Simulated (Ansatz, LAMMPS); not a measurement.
## Neighbourhoods of single atoms in aqueous K+ and Br-, 1.5 mol of salt per kg of water at 300 K (110 atoms)

Density of this cell: 1.12 g/cm³. The cell holds 110 atoms: 36 O, 72 H, 1 K and 1 Br. Its edges and angles: a = 10.437 Å, b = 10.437 Å, c = 10.437 Å, α = 90.0°, β = 90.0°, γ = 90.0°. 36 H2O, 1 K+, 1 Br- placed at random, at 1.12 g/cm³; overlaps pushed apart, then 10 ps at 420 K with Joung-Cheatham ions (J. Phys. Chem. B 112, 9020 (2008)); SPC/E water (Berendsen, Grigera and Straatsma, J. Phys. Chem. 91, 6269 (1987)). Snapshot after 20 ps at 300 K and fixed volume.

Method: Kohn-Sham DFT, PBE+D4, PAW (set soft_2), plane waves (Ansatz 0.2.0; cutoff 420 eV, Γ point, fixed occupations), at the geometry as built.

The whole cell was solved; only parts of it are printed.

A closer look about H14, which bears the longest force: 22 atoms, nearest first, numbered in the order of the input, with positions taken from that point.

| atom | x | y | z | distance (Å) | bonds | Löwdin charge (e) | Fx | Fy | Fz (eV/Å) |
| --- | --- | --- | --- | --- | --- | --- | --- | --- | --- |
| H14 | 0.00 | 0.00 | 0.00 | 0.00 | 1 | 0.39 | -1.13 | 0.72 | -0.67 |
| O13 | -0.63 | 0.67 | -0.40 | 1.00 | 3 | -0.72 | 0.31 | -1.02 | -0.07 |
| H15 | -1.27 | 0.21 | -1.00 | 1.63 | 1 | 0.39 | 0.55 | 0.33 | 0.83 |
| H29 | 1.23 | -0.89 | 1.42 | 2.08 | 1 | 0.38 | 0.48 | -0.09 | -0.10 |
| O28 | 1.92 | -1.21 | 0.77 | 2.39 | 2 | -0.71 | 0.00 | 0.30 | -0.28 |
| O76 | -0.22 | -0.64 | 2.30 | 2.39 | 2 | -0.70 | -0.30 | 0.07 | 0.58 |
| H8 | 1.16 | -2.26 | -0.42 | 2.57 | 1 | 0.38 | 0.28 | -0.73 | 0.04 |
| H77 | -0.71 | 0.03 | 2.85 | 2.94 | 1 | 0.38 | 0.56 | -1.05 | -0.36 |
| H89 | 2.93 | 0.07 | -0.45 | 2.97 | 1 | 0.40 | -0.22 | 0.71 | -0.27 |
| H90 | 2.51 | 1.24 | -1.51 | 3.18 | 1 | 0.40 | 0.22 | -0.20 | 0.50 |
| H78 | -0.02 | -1.45 | 2.85 | 3.20 | 1 | 0.39 | -0.10 | 0.73 | -0.06 |
| H80 | 0.99 | 0.98 | -2.89 | 3.20 | 1 | 0.39 | -0.28 | 1.02 | 0.17 |
| K109 | -0.54 | 3.12 | 0.64 | 3.23 | 5 | 0.85 | -0.06 | 0.25 | -0.08 |
| O7 | 0.85 | -3.10 | -0.87 | 3.33 | 2 | -0.71 | -0.35 | 0.11 | -0.32 |
| H35 | 2.68 | 1.99 | 0.27 | 3.35 | 1 | 0.37 | -0.32 | 0.26 | 0.35 |
| H30 | 2.72 | -1.54 | 1.26 | 3.37 | 1 | 0.38 | -0.39 | 0.13 | -0.08 |
| O79 | 1.19 | 1.90 | -2.57 | 3.42 | 2 | -0.67 | -0.24 | -0.29 | -0.64 |
| O88 | 3.19 | 0.96 | -0.83 | 3.43 | 2 | -0.64 | -0.10 | -0.83 | -0.37 |
| O34 | 2.13 | 2.69 | 0.72 | 3.51 | 3 | -0.76 | 0.05 | 0.45 | 1.30 |
| O25 | -3.04 | 0.15 | -1.89 | 3.58 | 2 | -0.67 | -0.20 | -0.32 | -0.57 |
| H81 | 0.36 | 2.46 | -2.62 | 3.61 | 1 | 0.40 | 0.41 | -0.70 | 0.42 |
| O61 | 0.30 | -0.71 | -3.80 | 3.88 | 2 | -0.68 | -0.36 | 0.11 | -0.20 |

The column of bonds counts only the pairs H-O within 1.21 Å, O-K within 3.33 Å; other neighbours, such as metal atoms beside each other in a compound, aren't counted, and periodic images can show an atom twice.

The surroundings of K109, the only K atom, nearest first, numbered as they follow in the input and with coordinates relative to it.

| atom | x | y | z | distance (Å) | bonds | Löwdin charge (e) | Fx | Fy | Fz (eV/Å) |
| --- | --- | --- | --- | --- | --- | --- | --- | --- | --- |
| K109 | 0.00 | 0.00 | 0.00 | 0.00 | 5 | 0.85 | -0.06 | 0.25 | -0.08 |
| O13 | -0.09 | -2.45 | -1.04 | 2.66 | 3 | -0.72 | 0.31 | -1.02 | -0.07 |
| O34 | 2.66 | -0.43 | 0.07 | 2.70 | 3 | -0.76 | 0.05 | 0.45 | 1.30 |
| O97 | -0.67 | 0.61 | -2.64 | 2.79 | 3 | -0.76 | 0.42 | 0.26 | 0.46 |
| O43 | -2.69 | 0.76 | 0.49 | 2.84 | 3 | -0.72 | -0.41 | -0.44 | 0.97 |
| O106 | 0.50 | 2.76 | 0.75 | 2.91 | 3 | -0.75 | -0.08 | 0.33 | 0.26 |
| H98 | -0.83 | 1.59 | -2.50 | 3.08 | 1 | 0.38 | -0.06 | -0.69 | -0.43 |
| H36 | 2.91 | -0.37 | 1.04 | 3.11 | 1 | 0.37 | -0.05 | -0.26 | -1.09 |
| H14 | 0.54 | -3.12 | -0.64 | 3.23 | 1 | 0.39 | -1.13 | 0.72 | -0.67 |
| H45 | -3.02 | 0.64 | 1.43 | 3.40 | 1 | 0.38 | 0.10 | 0.18 | -1.19 |
| H99 | -1.48 | 0.20 | -3.06 | 3.40 | 1 | 0.38 | 0.26 | 0.64 | 0.15 |
| H15 | -0.73 | -2.91 | -1.65 | 3.43 | 1 | 0.39 | 0.55 | 0.33 | 0.83 |
| H35 | 3.22 | -1.13 | -0.37 | 3.43 | 1 | 0.37 | -0.32 | 0.26 | 0.35 |
| H44 | -3.04 | 1.61 | 0.12 | 3.44 | 1 | 0.37 | 0.57 | -0.35 | 0.42 |
| H81 | 0.90 | -0.66 | -3.27 | 3.45 | 1 | 0.40 | 0.41 | -0.70 | 0.42 |
| H107 | 0.47 | 3.44 | 0.02 | 3.47 | 1 | 0.38 | 0.45 | -0.45 | 0.87 |
| H108 | 0.87 | 3.18 | 1.58 | 3.66 | 1 | 0.39 | -0.30 | -0.10 | -1.08 |
| H77 | -0.17 | -3.09 | 2.21 | 3.80 | 1 | 0.38 | 0.56 | -1.05 | -0.36 |
| O79 | 1.73 | -1.22 | -3.22 | 3.85 | 2 | -0.67 | -0.24 | -0.29 | -0.64 |
| H104 | 0.18 | -0.70 | 3.86 | 3.93 | 1 | 0.37 | 0.14 | 1.05 | 0.45 |
| H92 | -3.99 | -0.79 | -0.27 | 4.08 | 1 | 0.40 | -0.13 | -0.56 | -0.70 |
| O103 | 0.71 | 0.13 | 4.02 | 4.09 | 2 | -0.68 | -0.74 | -0.17 | -0.05 |
| H5 | 2.32 | 0.11 | 3.37 | 4.09 | 1 | 0.39 | 0.40 | 0.43 | -0.12 |
| O76 | 0.32 | -3.76 | 1.65 | 4.12 | 2 | -0.70 | -0.30 | 0.07 | 0.58 |
| H56 | 3.41 | 2.31 | 0.50 | 4.15 | 1 | 0.41 | 0.27 | 0.47 | 1.08 |
| H90 | 3.05 | -1.88 | -2.16 | 4.18 | 1 | 0.40 | 0.22 | -0.20 | 0.50 |
| H80 | 1.53 | -2.15 | -3.53 | 4.41 | 1 | 0.39 | -0.28 | 1.02 | 0.17 |
| O22 | -1.00 | 3.43 | -2.59 | 4.41 | 2 | -0.71 | -0.06 | 0.03 | 0.32 |
| H6 | 3.52 | 0.82 | 2.53 | 4.41 | 1 | 0.39 | -0.54 | -0.23 | 0.47 |
| H9 | 2.14 | 3.56 | -1.53 | 4.42 | 1 | 0.38 | -0.37 | 0.62 | 0.32 |
| H29 | 1.77 | -4.01 | 0.77 | 4.45 | 1 | 0.38 | 0.48 | -0.09 | -0.10 |
| H105 | 0.11 | 0.84 | 4.38 | 4.46 | 1 | 0.41 | 0.41 | -0.90 | -0.35 |
| H59 | 2.41 | 1.72 | -3.35 | 4.47 | 1 | 0.39 | 0.76 | -1.11 | -0.56 |
| H42 | -3.19 | -1.24 | 2.89 | 4.47 | 1 | 0.37 | -1.10 | 0.38 | 0.28 |

The column of bonds counts only the pairs H-O within 1.21 Å, O-K within 3.33 Å; other neighbours, such as metal atoms beside each other in a compound, aren't counted, and periodic images can show an atom twice.

A closer look about H78, picked at random: 46 atoms, nearest first, numbered in the order of the input, with positions taken from that point.

| atom | x | y | z | distance (Å) | bonds | Löwdin charge (e) | Fx | Fy | Fz (eV/Å) |
| --- | --- | --- | --- | --- | --- | --- | --- | --- | --- |
| H78 | 0.00 | 0.00 | 0.00 | 0.00 | 1 | 0.39 | -0.10 | 0.73 | -0.06 |
| O76 | -0.20 | 0.81 | -0.56 | 1.00 | 2 | -0.70 | -0.30 | 0.07 | 0.58 |
| H77 | -0.69 | 1.48 | 0.00 | 1.63 | 1 | 0.38 | 0.56 | -1.05 | -0.36 |
| O10 | 1.12 | -1.35 | 0.76 | 1.92 | 2 | -0.69 | 0.70 | 0.04 | 0.05 |
| H29 | 1.25 | 0.56 | -1.43 | 1.98 | 1 | 0.38 | 0.48 | -0.09 | -0.10 |
| H11 | 0.91 | -1.46 | 1.74 | 2.44 | 1 | 0.38 | 0.31 | -0.28 | -0.47 |
| H12 | 2.11 | -1.38 | 0.63 | 2.60 | 1 | 0.39 | -1.31 | 0.16 | 0.32 |
| H108 | 0.35 | -2.69 | -0.63 | 2.78 | 1 | 0.39 | -0.30 | -0.10 | -1.08 |
| O28 | 1.93 | 0.24 | -2.09 | 2.86 | 2 | -0.71 | 0.00 | 0.30 | -0.28 |
| H30 | 2.73 | -0.10 | -1.59 | 3.16 | 1 | 0.38 | -0.39 | 0.13 | -0.08 |
| H14 | 0.02 | 1.45 | -2.85 | 3.20 | 1 | 0.39 | -1.13 | 0.72 | -0.67 |
| H107 | -0.05 | -2.43 | -2.19 | 3.27 | 1 | 0.38 | 0.45 | -0.45 | 0.87 |
| O106 | -0.02 | -3.11 | -1.45 | 3.43 | 3 | -0.75 | -0.08 | 0.33 | 0.26 |
| H62 | -0.38 | 1.20 | 3.23 | 3.47 | 1 | 0.36 | 0.34 | -0.64 | 0.28 |
| H8 | 1.18 | -0.81 | -3.28 | 3.58 | 1 | 0.38 | 0.28 | -0.73 | 0.04 |
| Br110 | -2.09 | 2.14 | 2.03 | 3.61 | 0 | -0.48 | 0.37 | 0.21 | -0.14 |
| H63 | 0.19 | -0.25 | 3.73 | 3.75 | 1 | 0.39 | -0.06 | 0.48 | -0.04 |
| H84 | -3.33 | 0.42 | 1.91 | 3.86 | 1 | 0.35 | -0.58 | 0.35 | -0.18 |
| O61 | 0.32 | 0.74 | 3.78 | 3.86 | 2 | -0.68 | -0.36 | 0.11 | -0.20 |
| O64 | 0.26 | -2.04 | 3.32 | 3.91 | 2 | -0.66 | 0.88 | -0.15 | 0.23 |
| O13 | -0.61 | 2.12 | -3.25 | 3.93 | 3 | -0.72 | 0.31 | -1.02 | -0.07 |
| H95 | -3.81 | -1.01 | 0.35 | 3.95 | 1 | 0.38 | 0.21 | -0.83 | 0.11 |
| H87 | 1.92 | 0.96 | 3.36 | 3.99 | 1 | 0.38 | 0.24 | -0.16 | 0.27 |
| H72 | 4.01 | 0.66 | -0.18 | 4.07 | 1 | 0.39 | 0.04 | -0.23 | 0.47 |
| H66 | -0.60 | -2.51 | 3.15 | 4.07 | 1 | 0.39 | 0.46 | -0.19 | -0.07 |
| O70 | 4.06 | -0.24 | -0.62 | 4.11 | 2 | -0.71 | 0.70 | -0.55 | 0.22 |
| H69 | 3.15 | 2.61 | 0.73 | 4.15 | 1 | 0.39 | 0.71 | -0.59 | 0.61 |
| O7 | 0.87 | -1.65 | -3.72 | 4.16 | 2 | -0.71 | -0.35 | 0.11 | -0.32 |
| H68 | 3.38 | 1.50 | 1.91 | 4.16 | 1 | 0.37 | -0.32 | 0.14 | -0.07 |
| H104 | -0.34 | 3.86 | 1.65 | 4.22 | 1 | 0.37 | 0.14 | 1.05 | 0.45 |
| O67 | 3.71 | 1.83 | 1.03 | 4.27 | 2 | -0.71 | -0.26 | 0.44 | -0.95 |
| O94 | -3.88 | -1.79 | -0.28 | 4.28 | 2 | -0.71 | 0.06 | -0.29 | -0.54 |
| H15 | -1.25 | 1.65 | -3.86 | 4.38 | 1 | 0.39 | 0.55 | 0.33 | 0.83 |
| O82 | -4.08 | -0.22 | 1.78 | 4.46 | 2 | -0.65 | -0.80 | 0.22 | 0.47 |
| H57 | 3.58 | -2.65 | -0.55 | 4.49 | 1 | 0.39 | -0.60 | -1.07 | -0.73 |
| H96 | -3.74 | -2.64 | 0.22 | 4.59 | 1 | 0.39 | -0.40 | 0.88 | 0.19 |
| O85 | 2.92 | 1.09 | 3.37 | 4.59 | 2 | -0.71 | 0.26 | -0.11 | 0.15 |
| H65 | 0.92 | -2.67 | 3.73 | 4.68 | 1 | 0.40 | -1.12 | 0.61 | -0.63 |
| H89 | 2.95 | 1.52 | -3.30 | 4.68 | 1 | 0.40 | -0.22 | 0.71 | -0.27 |
| H9 | 1.61 | -2.32 | -3.74 | 4.68 | 1 | 0.38 | -0.37 | 0.62 | 0.32 |
| O55 | 3.07 | -3.49 | -0.73 | 4.70 | 2 | -0.68 | 0.51 | 0.52 | -0.29 |
| H39 | -3.66 | -2.29 | -1.91 | 4.72 | 1 | 0.40 | -0.06 | 0.27 | -0.22 |
| O49 | -1.94 | -3.47 | 2.84 | 4.89 | 2 | -0.69 | 0.02 | -0.30 | 0.80 |
| H56 | 2.89 | -3.56 | -1.71 | 4.90 | 1 | 0.41 | 0.27 | 0.47 | 1.08 |
| H36 | 2.39 | 4.20 | -1.17 | 4.97 | 1 | 0.37 | -0.05 | -0.26 | -1.09 |
| H71 | 4.93 | -0.68 | -0.40 | 4.99 | 1 | 0.38 | -0.79 | 0.34 | -0.48 |

The column of bonds counts only the pairs H-O within 1.21 Å, O-K within 3.33 Å; other neighbours, such as metal atoms beside each other in a compound, aren't counted, and periodic images can show an atom twice.

Neighbours are counted within 1.21 Å (H-O), 3.33 Å (O-K).

Length of the force by element and coordination:

| element | coordination | atoms | mean length of the force (eV/Å) | spread | least | most |
| --- | --- | --- | --- | --- | --- | --- |
| Br | all | 1 | 0.446 | 0 | 0.446 | 0.446 |
| H | all | 72 | 0.880 | 0.316 | 0.230 | 1.50 |
| K | all | 1 | 0.271 | 0 | 0.271 | 0.271 |
| O | all | 36 | 0.697 | 0.25 | 0.322 | 1.37 |
| O | 2 | 31 | 0.659 | 0.208 | 0.322 | 1.08 |
| O | 3 | 5 | 0.934 | 0.340 | 0.425 | 1.37 |

Löwdin charges by element and coordination (they lack the spilled electrons, 0.029 e an atom on average):

| element | coordination | atoms | mean charge (e) | spread | least | most |
| --- | --- | --- | --- | --- | --- | --- |
| Br | all | 1 | -0.478 | 0 | -0.478 | -0.478 |
| H | all | 72 | 0.386 | 0.0114 | 0.351 | 0.407 |
| K | all | 1 | 0.849 | 0 | 0.849 | 0.849 |
| O | all | 36 | -0.694 | 0.0272 | -0.760 | -0.644 |
| O | 2 | 31 | -0.686 | 0.0194 | -0.715 | -0.644 |
| O | 3 | 5 | -0.742 | 0.0171 | -0.760 | -0.720 |

The force components of 0.50 eV/Å r.m.s. hold both thermal displacement and the mismatch between the potential that made the cell and DFT, above all in bond lengths inside molecules. The network of contacts between molecules at the start is that of the classical potential that made the cell, and needn't be the one that DFT or experiment would give. The density was typed from a rule of thumb and may lie off the real one at this temperature. Only the Γ point is sampled, in a cell whose shortest periodic width is 10 Å. The Löwdin charges lack the electrons that the projection spills, 0.029 e an atom on average.

[Hosts, paths, dates, database ids (printed as entryN), source tags and the programs' standing remarks are cut or masked in the printed files.]
